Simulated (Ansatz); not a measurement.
# Cs3In (built on the sites of a database entry of Cs3Bi): phonons and vibrational spectra

Wanted: phonon frequencies of Cs3In (built on the sites of a database entry of Cs3Bi) and what follows from them.

Calculated with Ansatz 0.2.0; DFT PBEsol, scalar-relativistic, plane waves, PAW.

The structure was built from a prototype and need not be the compound's stable phase.

## 1. The starting structure

The structure is cubic, space group Fm-3m (No. 225). Conventional cell: a = 9.373 Å, b = 9.373 Å, c = 9.373 Å, α = 90.00°, β = 90.00°, γ = 90.00°. Nearest to Cs lie 4 Cs at 4.06 Å and 4 In at 4.06 Å. Cs has 8 Cs at 4.06 Å nearest. Nearest to In lie 8 Cs at 4.06 Å. Farther neighbours are not listed.

## 2. Relaxation

Harmonic phonons are second derivatives at a point where the forces vanish, and they are wanted at zero stress, so atoms and cell are relaxed first.

The input, input.yaml:

```yaml
crystal:
  lattice:
    - [0.0, 4.68644, 4.68644]
    - [4.68644, 0.0, 4.68644]
    - [4.68644, 4.68644, 0.0]
  atoms:
    - { symbol: Cs, position: [0.25, 0.25, 0.25] }
    - { symbol: Cs, position: [0.75, 0.75, 0.75] }
    - { symbol: Cs, position: [0.5, 0.5, 0.5] }
    - { symbol: In, position: [0.0, 0.0, 0.0] }
kpoints:
  mp_grid: { grid: [8, 8, 8] }
hamiltonian:
  xc: pbesol
scf:
  occupations: { method: gaussian, width: 0.1 }
output:
  forces: true
  stress: true
  eigenvalues: true
  write_density: true
  write_potential: true
  elf: true
  volumetric_format: npy
relax:
  adjacent_minimum: "off"
  f_tol: 0.005
  max_steps: 80
  cell: { stress_tol: 0.05 }
```

Started as:

```
$ ansatz run input.yaml --threads 8 --pin off --max-ram 14336MiB --backend cpu --events-out ev --progress --plain --runs-dir out
```

Numbers of over 12 decimals in the logs are rounded to 6 here.

The program printed:

```text
Engine: ansatz 0.2.0, x86_64-unknown-linux-gnu
Pseudopotentials: kind: paw
Pseudopotential: Cs, paw, valence charge 9, recommended cutoff 420 eV (normal), Cs.paw.azcp
Pseudopotential: In, paw, valence charge 13, recommended cutoff 420 eV (normal), In.paw.azcp
Functional definition: PBEsol
  exchange = pbesol_x
  correlation = pbesol_c
Crystal: 4 atoms, lattice volume = 205.854 Å³
Basis set: ecut = 420 eV, 4015 PW (Γ), exchange–correlation on 90×90×90 points (8 copies of the dense FFT grid, shifted against one another)
Bands: 24, of which v1, the nominal top of the filled ones, is band 20 counted from 1 (19 counted from 0)
Symmetry: 48 space group operations
Space group: Fm-3m (ITA 225), of the structure as read, at distance tolerance 5.9e-5 Å
k-points: 29 of 512
Non-local potential: Cs, projectors of the file, l = 0: 3, l = 1: 2, l = 2: 2, l = 3: 2
Non-local potential: In, projectors of the file, l = 0: 2, l = 1: 2, l = 2: 2, l = 3: 2
PAW form: soft (Blöchl's): semilocal exchange-correlation on the pseudo side does not see the compensation charge
PAW frozen core: Cs, regenerated for the run's functional, and the local potential with it (the file was generated under x = pbe(κ = 0.804, μ = 0.219515), c = pbe(β = 0.066725))
PAW frozen core: In, regenerated for the run's functional, and the local potential with it (the file was generated under x = pbe(κ = 0.804, μ = 0.219515), c = pbe(β = 0.066725))
PAW one-centre angular grid: Cs, 194 points (default); XC on 64 Gauss nodes
PAW one-centre angular grid: In, 590 points (default); XC on 64 Gauss nodes
Initial density: superposition of atomic densities (neutral atoms: chi_scale 0, normalization atom), corrected by the library's trained network
Initial wavefunctions: pseudopotential atomic-orbital guess
Functional: x = pbesol(κ = 0.804, μ = 0.123457), c = pbesol(β = 0.046)
SCF iter   1: F=—  HF=-22282.367688 eV  |F-HF|=—  |Δ(HF+E_count)|=         —  Δρ=2.30e-3  dr2=2.35e-2  ethr=1.77e-3  ⟨swp⟩=7.0  Hψ=3324  notcnv=0
preconditioner: auto → Kerker (q_TF=auto, 2.076 Å⁻¹)  [metal: Δε(μ)=0.015 eV  Ē_g=10.976 eV  σ=0.100 eV  W_gap=0.08  n_scr=26 (ndim 8)  ℏωp=15.1 eV  f_vac=0.000  D(μ)=7.60/eV (n_scr^D=58)]
SCF iter   2: F=—  HF=-22282.363219 eV  |F-HF|=—  |Δ(HF+E_count)|=   4.47e-3  Δρ=1.26e-3  dr2=1.03e-2  ethr=5.89e-5  ⟨swp⟩=2.4  Hψ=1481  notcnv=0
SCF iter   3: F=—  HF=-22282.361421 eV  |F-HF|=—  |Δ(HF+E_count)|=   1.80e-3  Δρ=3.37e-4  dr2=8.22e-4  ethr=2.57e-5  ⟨swp⟩=2.0  Hψ=792  notcnv=0
SCF iter   4: F=—  HF=-22282.361297 eV  |F-HF|=—  |Δ(HF+E_count)|=   1.24e-4  Δρ=1.54e-4  dr2=5.35e-5  ethr=2.05e-6  ⟨swp⟩=2.0  Hψ=1210  notcnv=0
SCF iter   5: F=—  HF=-22282.361236 eV  |F-HF|=—  |Δ(HF+E_count)|=   6.13e-5  Δρ=4.39e-5  dr2=7.13e-6  ethr=1.34e-7  ⟨swp⟩=2.0  Hψ=1199  notcnv=0
SCF iter   6: F=—  HF=-22282.361236 eV  |F-HF|=—  |Δ(HF+E_count)|=   5.81e-7  Δρ=1.05e-5  dr2=5.29e-7  ethr=1.78e-8  ⟨swp⟩=2.8  Hψ=1302  notcnv=0
SCF iter   7: F=-22282.361236 eV  HF=-22282.361236 eV  |F-HF|=1.37e-8  |Δ(HF+E_count)|=   9.97e-9  Δρ=2.50e-6  dr2=4.06e-8  ethr=2.50e-10  ⟨swp⟩=12.6  Hψ=5797  notcnv=0
SCF 1 converged in 7 iterations: F = -22282.361236 eV  dr2 = 4.06e-8
  greatest PAW one-centre occupation: 0.981 electrons in one spin orbital (limit 2), on the In atom at site 3 (counted from 0), in its partial waves of l = 2
relax step   1: F+E_penalty+E_count = -22282.36123623 eV  Δ(F+E_penalty+E_count) = +0.000e0 eV  max|allowed force component| = 4.626e-18 eV/Å  Δτ_max = 0.0000 Å  P = +0.455 GPa  Ω = 205.854 Å³  (7 SCF iters, dr2 threshold 1.00e-7 eV, accepted)
Crystal: 4 atoms, lattice volume = 208.783 Å³
Initial density: handed on by an earlier stage of this run
Initial wavefunctions: those handed on with the density
iter 1 solved again at ethr=6.52e-7 eV; its pass at ethr=3.10e-3 eV (dr2=2.61e-4 eV) is discarded
SCF iter   1: F=—  HF=-22282.368742 eV  |F-HF|=—  |Δ(HF+E_count)|=         —  Δρ=2.85e-4  dr2=3.77e-4  ethr=6.52e-7  ⟨swp⟩=2.9  Hψ=4569  notcnv=0
preconditioner: auto → Kerker (q_TF=auto, 2.072 Å⁻¹)  [metal: Δε(μ)=0.011 eV  Ē_g=11.045 eV  σ=0.100 eV  W_gap=0.06  n_scr=26 (ndim 8)  ℏωp=15.0 eV  f_vac=0.000  D(μ)=7.83/eV (n_scr^D=58)]
SCF iter   2: F=—  HF=-22282.368641 eV  |F-HF|=—  |Δ(HF+E_count)|=   1.01e-4  Δρ=1.63e-4  dr2=1.14e-4  ethr=6.52e-7  ⟨swp⟩=2.0  Hψ=1192  notcnv=0
SCF iter   3: F=—  HF=-22282.368603 eV  |F-HF|=—  |Δ(HF+E_count)|=   3.82e-5  Δρ=3.81e-5  dr2=6.32e-6  ethr=2.84e-7  ⟨swp⟩=3.0  Hψ=1242  notcnv=0
SCF iter   4: F=—  HF=-22282.368602 eV  |F-HF|=—  |Δ(HF+E_count)|=   1.36e-6  Δρ=1.11e-5  dr2=5.42e-7  ethr=1.58e-8  ⟨swp⟩=2.0  Hψ=1194  notcnv=0
SCF iter   5: F=-22282.368602 eV  HF=-22282.368602 eV  |F-HF|=1.92e-9  |Δ(HF+E_count)|=   5.58e-8  Δρ=1.69e-6  dr2=1.25e-8  ethr=1.00e-9  ⟨swp⟩=11.6  Hψ=5199  notcnv=0
SCF 2 converged in 5 iterations: F = -22282.368602 eV  dr2 = 1.25e-8
relax step   2: F+E_penalty+E_count = -22282.36860161 eV  Δ(F+E_penalty+E_count) = -7.365e-3 eV  max|allowed force component| = 4.510e-17 eV/Å  Δτ_max = 0.0000 Å  P = +0.360 GPa  Ω = 208.783 Å³  energy of the carried Pulay correction = -7.763e-5 eV  (5 SCF iters, dr2 threshold 4.00e-7 eV, accepted)
Crystal: 4 atoms, lattice volume = 220.666 Å³
Basis set: ecut = 420 eV, 4285 PW (Γ), exchange–correlation on 90×90×90 points (8 copies of the dense FFT grid, shifted against one another)
iter 1 solved again at ethr=1.34e-5 eV; its pass at ethr=3.10e-3 eV (dr2=5.34e-3 eV) is discarded
SCF iter   1: F=—  HF=-22282.384740 eV  |F-HF|=—  |Δ(HF+E_count)|=         —  Δρ=1.08e-3  dr2=5.96e-3  ethr=1.34e-5  ⟨swp⟩=2.2  Hψ=4597  notcnv=0
preconditioner: auto → Kerker (q_TF=auto, 2.052 Å⁻¹)  [metal: Δε(μ)=0.024 eV  Ē_g=11.083 eV  σ=0.100 eV  W_gap=0.13  n_scr=26 (ndim 8)  ℏωp=14.6 eV  f_vac=0.000  D(μ)=8.29/eV (n_scr^D=58)]
SCF iter   2: F=—  HF=-22282.383160 eV  |F-HF|=—  |Δ(HF+E_count)|=   1.58e-3  Δρ=6.23e-4  dr2=1.81e-3  ethr=1.34e-5  ⟨swp⟩=2.0  Hψ=1187  notcnv=0
SCF iter   3: F=—  HF=-22282.382569 eV  |F-HF|=—  |Δ(HF+E_count)|=   5.91e-4  Δρ=1.45e-4  dr2=9.81e-5  ethr=4.52e-6  ⟨swp⟩=3.0  Hψ=1243  notcnv=0
SCF iter   4: F=—  HF=-22282.382499 eV  |F-HF|=—  |Δ(HF+E_count)|=   6.97e-5  Δρ=4.47e-5  dr2=1.08e-5  ethr=2.45e-7  ⟨swp⟩=2.0  Hψ=1194  notcnv=0
SCF iter   5: F=-22282.382500 eV  HF=-22282.382500 eV  |F-HF|=4.76e-8  |Δ(HF+E_count)|=   5.61e-7  Δρ=7.22e-6  dr2=2.50e-7  ethr=8.10e-10  ⟨swp⟩=10.5  Hψ=6125  notcnv=0
SCF 3 converged in 5 iterations: F = -22282.382500 eV  dr2 = 2.50e-7
relax step   3: F+E_penalty+E_count = -22282.38249995 eV  Δ(F+E_penalty+E_count) = -1.390e-2 eV  max|allowed force component| = 5.985e-17 eV/Å  Δτ_max = 0.0000 Å  P = +0.039 GPa  Ω = 220.666 Å³  energy of the carried Pulay correction = -3.816e-4 eV  (5 SCF iters, dr2 threshold 3.24e-7 eV, accepted)
[...]
relax step   4: F+E_penalty+E_count = -22282.38266720 eV  Δ(F+E_penalty+E_count) = -1.672e-4 eV  max|allowed force component| = 4.713e-17 eV/Å  Δτ_max = 0.0000 Å  P = +0.004 GPa  Ω = 222.206 Å³  energy of the carried Pulay correction = -4.198e-4 eV  (7 SCF iters, accepted)
Basis set: ecut = 420 eV, 4285 PW (Γ), exchange–correlation on 96×96×96 points (8 copies of the dense FFT grid, shifted against one another)
Initial wavefunctions: pseudopotential atomic-orbital guess (no wavefunctions were taken with the density)
iter 1 solved again at ethr=8.31e-7 eV; its pass at ethr=3.10e-3 eV (dr2=3.33e-4 eV) is discarded
SCF iter   1: F=—  HF=-22282.383113 eV  |F-HF|=—  |Δ(HF+E_count)|=         —  Δρ=4.36e-5  dr2=8.29e-7  ethr=8.31e-7  ⟨swp⟩=3.8  Hψ=5378  notcnv=0
eigensolver tolerance schedule: the retry pair's looser diagonalisation over-reported the residual by 399.98 of it (diagonalisation noise at 0.12 of the residual, at the tolerance the schedule requests for it); recorded, not acted on — ethr = c·dr2/N_el stays at c = 1.0e-1
preconditioner: auto → Kerker (q_TF=auto, 2.050 Å⁻¹)  [metal: Δε(μ)=0.024 eV  Ē_g=11.033 eV  σ=0.100 eV  W_gap=0.13  n_scr=26 (ndim 8)  ℏωp=14.5 eV  f_vac=0.000  D(μ)=8.29/eV (n_scr^D=58)]
SCF iter   2: F=—  HF=-22282.383061 eV  |F-HF|=—  |Δ(HF+E_count)|=   5.17e-5  Δρ=1.98e-5  dr2=1.55e-7  ethr=2.07e-9  ⟨swp⟩=2.1  Hψ=1249  notcnv=0
SCF iter   3: F=—  HF=-22282.383061 eV  |F-HF|=—  |Δ(HF+E_count)|=   1.50e-7  Δρ=5.10e-6  dr2=1.71e-8  ethr=3.86e-10  ⟨swp⟩=2.0  Hψ=1153  notcnv=0
SCF iter   4: F=—  HF=-22282.383061 eV  |F-HF|=—  |Δ(HF+E_count)|=   6.92e-9  Δρ=2.16e-7  dr2=5.50e-11  ethr=4.27e-11  ⟨swp⟩=2.0  Hψ=1197  notcnv=0
SCF iter   5: F=-22282.383061 eV  HF=-22282.383061 eV  |F-HF|=1.82e-11  |Δ(HF+E_count)|=  7.28e-11  Δρ=6.84e-8  dr2=1.12e-11  ethr=1.00e-12  ⟨swp⟩=8.9  Hψ=4202  notcnv=0
SCF 5 converged in 5 iterations: F = -22282.383061 eV  dr2 = 1.12e-11
relax step   5: F+E_penalty+E_count = -22282.38306118 eV  Δ(F+E_penalty+E_count) = -3.940e-4 eV  max|allowed force component| = 6.303e-17 eV/Å  Δτ_max = 0.0000 Å  P = +0.003 GPa  Ω = 222.206 Å³  stress off target by 3.47e-3 GPa  SCF on the basis re-selected at this cell (its energy is not comparable with the rows above)  (5 SCF iters)
basis re-selected at this cell: Δ(F+E_penalty+E_count) = -3.940e-4 eV, ΔP = -0.000 GPa vs the last step (what re-selecting the basis moved, of the pressure what is left beyond the Pulay correction that the steps carried, after the strain that the cell walked since its last selection, with what the two solves' SCF thresholds leave and, on support functions, any second-order correction that the steps lacked; it is no measure of the basis error at this ecutwfc). The dense FFT grid was sized anew with the basis: this SCF ran on 48×48×48 points, the steps before it on 45×45×45, so part of this shift can come from that change (see relax.cell in the input reference). [rest of the remark cut]
SCF converged after 5 iterations
Free energy (F): -22282.383061 eV
Harris-Foulkes:  -22282.383061 eV  (|F-HF|=1.82e-11)
Internal energy: -22282.341632 eV  (E = F + TS)
E sigma→0 (E₀):  -22282.362347 eV
Entropy (-TS):   -0.041429 eV (-10.357 meV/atom)
Fermi energy:    5.420689 eV
--- Per-component energies (eV) ---
  E_band       = -259.278225
  E_kinetic    = 667.329688
  E_local      = -2324.629514  (includes V_loc(G=0)·N_el)
  E_nonlocal   = 461.051135
  E_hartree    = 888.580161
  E_xc         = -730.075310
  E_vxc        = -476.244831  (∫ρ·V_xc dr)
  E_paw        = -19032.002575  (= ΣΔE_a)
  E_vpaw       = -363.945144  (= ΣTr[D̂ρ^β])
  E_aug_tail   = 0.000021  (compensation charges beyond the density's cutoff)
  E_ewald      = -2213.263621
  E_core_change = 0.668383  (= ΣΔE_core)
  E_smearing   = -0.041429  (= −TS)
  E_closure    = 0.000000  (closes the sum)
  Σ components = -22282.383061   (vs F -22282.383061, Δ=0.00e0)
--- Forces (eV/Å), atoms counted from 1 ---
  atom   1  Cs     0.00000000     0.00000000     0.00000000
  atom   2  Cs    -0.00000000    -0.00000000    -0.00000000
  atom   3  Cs    -0.00000000    -0.00000000    -0.00000000
  atom   4  In     0.00000000    -0.00000000    -0.00000000
  max |Σ_I F_I| component: 1.16e-17 eV/Å
--- Stress (GPa, compression-positive) ---
        0.003472      -0.000000      -0.000000
       -0.000000       0.003472      -0.000000
       -0.000000      -0.000000       0.003472
  P = ⅓ Tr σ = 0.0035 GPa (0.035 kbar)
--- Band table (eV; the first three rows and the last of 29) ---
  k-point 0: bands = [... 16 lower, -4.3752, 0.5876, 5.4352, 5.4352, 5.4352, 5.8449, 6.1403, 6.1403]
  k-point 1: bands = [... 16 lower, -4.3789, 0.6392, 5.0305, 5.3791, 5.3791, 6.3327, 6.3327, 6.4429]
  k-point 2: bands = [... 16 lower, -4.3881, 0.7564, 4.7218, 5.3174, 5.3174, 6.7648, 6.7648, 7.1596]
  k-point 28: bands = [... 16 lower, -4.4340, 0.9327, 5.0304, 5.0304, 5.6046, 6.2811, 7.0964, 7.0964]
--- Relaxed structure (4 steps of the walk, 4 accepted, 1 SCFs on fresh bases) ---
  F+E_penalty+E_count = -22282.38306118 eV   max|allowed force component| = 6.303e-17 eV/Å   (the final SCF, on the basis selected at the relaxed cell)
  cell:  # Å, volume = 222.2064 Å³
    - [0, 4.807384, 4.807384]
    - [4.807384, 0, 4.807384]
    - [4.807384, 4.807384, 0]
  atoms:
    - { symbol: Cs, position: [0.25, 0.25, 0.25] }
    - { symbol: Cs, position: [0.750000, 0.750000, 0.750000] }
    - { symbol: Cs, position: [0.5, 0.5, 0.5] }
    - { symbol: In, position: [0, 0, 0] }
```

Wall time 5.3 s (8 threads of AMD EPYC 9B14 (Zen 4), shared host); peak memory 0.87 GiB.

The steps of the relaxation:

| step | energy less that of the first step (eV) | largest force component (eV/Å) | pressure (GPa) | volume (Å³) |
| --- | --- | --- | --- | --- |
| 1 | 0.0000 | 0.0000 | 0.46 | 205.85 |
| 2 | -0.0074 | 0.0000 | 0.36 | 208.78 |
| 3 | -0.0213 | 0.0000 | 0.04 | 220.67 |
| 4 | -0.0214 | 0.0000 | 0.00 | 222.21 |
| 5* | -0.0218 | 0.0000 | 0.00 | 222.21 |

Relaxation steps marked * repeat the geometry before them on a plane-wave basis chosen anew for their cell, so energy and pressure can jump there.

Forces are held to the 48 operations that the run works with; a distortion that breaks them can't arise in this run.

| conventional cell, symmetrised | before | after | change |
| --- | --- | --- | --- |
| a (Å) | 9.373 | 9.615 | +2.6 % |
| b (Å) | 9.373 | 9.615 | +2.6 % |
| c (Å) | 9.373 | 9.615 | +2.6 % |
| volume (Å³/atom) | 51.46 | 55.55 | +7.9 % |

The relaxed structure:

```xyz
4
Lattice="0.0000 4.8074 4.8074 4.8074 0.0000 4.8074 4.8074 4.8074 0.0000" Properties=species:S:1:pos:R:3 pbc="T T T"
Cs    2.4037    2.4037    2.4037
Cs    7.2111    7.2111    7.2111
Cs    4.8074    4.8074    4.8074
In    0.0000    0.0000    0.0000
```

Numbers from this step:

* pressure: 0.003472 GPa
* volume per atom: 55.55 Å³
* gap on the k-mesh: 0 eV

Valence density in the ac plane of the conventional cell at fractional y = 0.000, with atoms of Cs and In within 0.2 Å of it. It is the smooth field of the valence electrons, not physical close to the nuclei.

Ten steps, logarithmic in the rise over the least value, from '0' (0 e/Å³) to '9' (11 e/Å³), each cell a mean:
```
985210000134434542000001369
653100000024555431000001246
321100000012333210000000123
110000000000111100000000011
000000000000000000000000000
000000000000000000000000000
000000000000000000000000000
000000000000000000000000000
221000000001111110000000012
443100000012344311000001234
454210000124687531000001355
144310000125899731000002453
344310000125898631000002454
544200000113566421000001345
332100000011233210000000123
110000000000111100000000011
000000000000000000000000000
000000000000000000000000000
000000000000000000000000000
000000000000000000000000000
111000000001222100000000111
432100000013444321000001134
864210000124545431000001357
985210000135413542000001479
```
Columns run along a (9.6 Å), rows up along c (9.6 Å), edges of the conventional cell, whose origin can differ from the input's. Atoms in or near the plane, at fractional coordinates: Cs at (0.50, 0.00), Cs at (0.00, 0.50), In at (0.00, 0.00), In at (0.50, 0.50).

ELF in the ac plane of the conventional cell at fractional y = 0.000, with atoms of Cs and In within 0.2 Å of it. It is the smooth field of the valence electrons, not physical close to the nuclei.

Ten even steps from '0' (0.01) to '9' (0.87), each cell a mean:
```
013355411489623896213554320
223455310279989984102454332
334554210137999851002355433
455542100012454310001234554
555421000000111000000123455
333210000111222211000012333
111100001134444432100000111
211000012345555554210000012
764100123454434455421000257
998510135543333345542003799
689830145533211234552016997
059941145432000234552127981
269841145433100234552127983
899720145543222334542015899
997300134544333345532002589
542000112455544554321000134
110000001245555543210000001
222110000123333321100001122
444311000011111110000012344
555432100000122100000124555
344543210014677530001245544
333454310158999973002455433
123355410389867995112554321
002345411499502897213554320
```
Columns run along a (9.6 Å), rows up along c (9.6 Å), edges of the conventional cell, whose origin can differ from the input's. Atoms in or near the plane, at fractional coordinates: Cs at (0.50, 0.00), Cs at (0.00, 0.50), In at (0.00, 0.00), In at (0.50, 0.50).

Electrostatic potential energy in the ac plane of the conventional cell at fractional y = 0.000, with atoms of Cs and In within 0.2 Å of it. With pseudopotentials it is smooth inside the atoms' cores, unlike the true potential.

Values in eV, 13 rows by 16 columns, each cell a mean:
```
-28 -11   6   8   7   4 -10 -21 -21 -15   2   7   8   7  -4 -26
  0   5   8   8   7   6   3  -4  -6   1   5   7   8   8   6   1
  8   8   8   7   7   7   7   6   6   7   7   7   7   8   8   8
  7   7   7   7   7   8   8   8   8   8   8   7   7   7   7   7
  0   3   6   7   8   8   7   5   5   7   8   8   7   6   4   1
-20 -11   3   7   8   7  -1 -20 -23  -6   7   8   7   5  -6 -19
-19 -19   1   7   8   7  -9 -30 -30 -17   5   8   7   4 -13 -20
-17  -7   4   7   8   8   2 -13 -16  -2   7   8   7   5  -3 -16
  3   5   6   7   8   8   8   7   7   8   8   8   7   6   5   4
  8   8   7   7   7   7   8   8   8   8   8   7   7   7   8   8
  8   8   8   8   7   7   6   5   5   6   7   7   7   8   8   8
 -7   3   8   8   7   6   0 -10 -11  -2   5   7   8   8   5  -5
-30 -15   6   8   7   4 -12 -21 -20 -17   2   7   8   7  -7 -29
```
Columns run along a (9.6 Å; values clipped at the 3rd and 97th percentile), rows up along c (9.6 Å), edges of the conventional cell, whose origin can differ from the input's. Atoms in or near the plane, at fractional coordinates: Cs at (0.50, 0.00), Cs at (0.00, 0.50), In at (0.00, 0.00), In at (0.50, 0.50).

In this step the volume went from 51.46 to 55.55 Å³/atom.

## 3. Tight relaxation

Phonons need a cell at rest on their own settings, so the relaxation is repeated with tight tolerances on forces and stress on the k mesh and occupations of the first response run.

The input, input.yaml:

```yaml
crystal:
  lattice:
    - [0.0, 4.8073841754, 4.8073841754]
    - [4.8073841754, 0.0, 4.8073841754]
    - [4.8073841754, 4.8073841754, 0.0]
  atoms:
    - { symbol: Cs, position: [0.25, 0.25, 0.25] }
    - { symbol: Cs, position: [0.75, 0.75, 0.75] }
    - { symbol: Cs, position: [0.5, 0.5, 0.5] }
    - { symbol: In, position: [0.0, 0.0, 0.0] }
kpoints:
  mp_grid: { grid: [8, 8, 8] }
hamiltonian:
  xc: pbesol
scf:
  occupations: { method: methfessel_paxton, width: 0.2 }
output:
  forces: true
  stress: true
  eigenvalues: true
relax:
  adjacent_minimum: "off"
  f_tol: 0.001
  max_steps: 60
  cell: { stress_tol: 0.01 }
```

The program printed:

```text
[...]
Crystal: 4 atoms, lattice volume = 222.206 Å³
Basis set: ecut = 420 eV, 4285 PW (Γ), exchange–correlation on 96×96×96 points (8 copies of the dense FFT grid, shifted against one another)
Bands: 24, of which v1, the nominal top of the filled ones, is band 20 counted from 1 (19 counted from 0)
Symmetry: 48 space group operations
[...]
k-points: 29 of 512
[...]
--- Relaxed structure (1 steps of the walk, 1 accepted, 1 SCFs on fresh bases) ---
[...]
cell:  # Å, volume = 222.2064 Å³
    - [0.0, 4.8073841754, 4.8073841754]
    - [4.8073841754, 0.0, 4.8073841754]
    - [4.8073841754, 4.8073841754, 0.0]
  atoms:
    - { symbol: Cs, position: [0.25, 0.25, 0.25] }
    - { symbol: Cs, position: [0.75, 0.75, 0.75] }
    - { symbol: Cs, position: [0.5, 0.5, 0.5] }
    - { symbol: In, position: [0.0, 0.0, 0.0] }
[key lines of the parts left out:]
SCF converged after 7 iterations
Free energy (F): -22282.369246 eV
Fermi energy:    5.420560 eV
P = ⅓ Tr σ = 0.0082 GPa (0.082 kbar)
```

Elapsed: 2.5 s, on 8 threads; peak memory 0.86 GiB.

Little changed from the start: no atom moved by 0.005 Å and no cell edge by 0.1 %.

Numbers from this step:

```
pressure : 0.008159 GPa
```

The forces vanish by symmetry and the pressure is 0.008 GPa, within the tolerances set. The cell now holds 55.55 Å³/atom.

[end of part 1 of 2]

[Logs are printed without paths, hosts, clocks, repeated set-up lines and the standing remarks that a program may print on its own settings, such as how far it seeks lower states.]

[Hosts, paths, dates, database ids (printed as entryN), source tags and the programs' standing remarks are cut or masked in the printed files.]
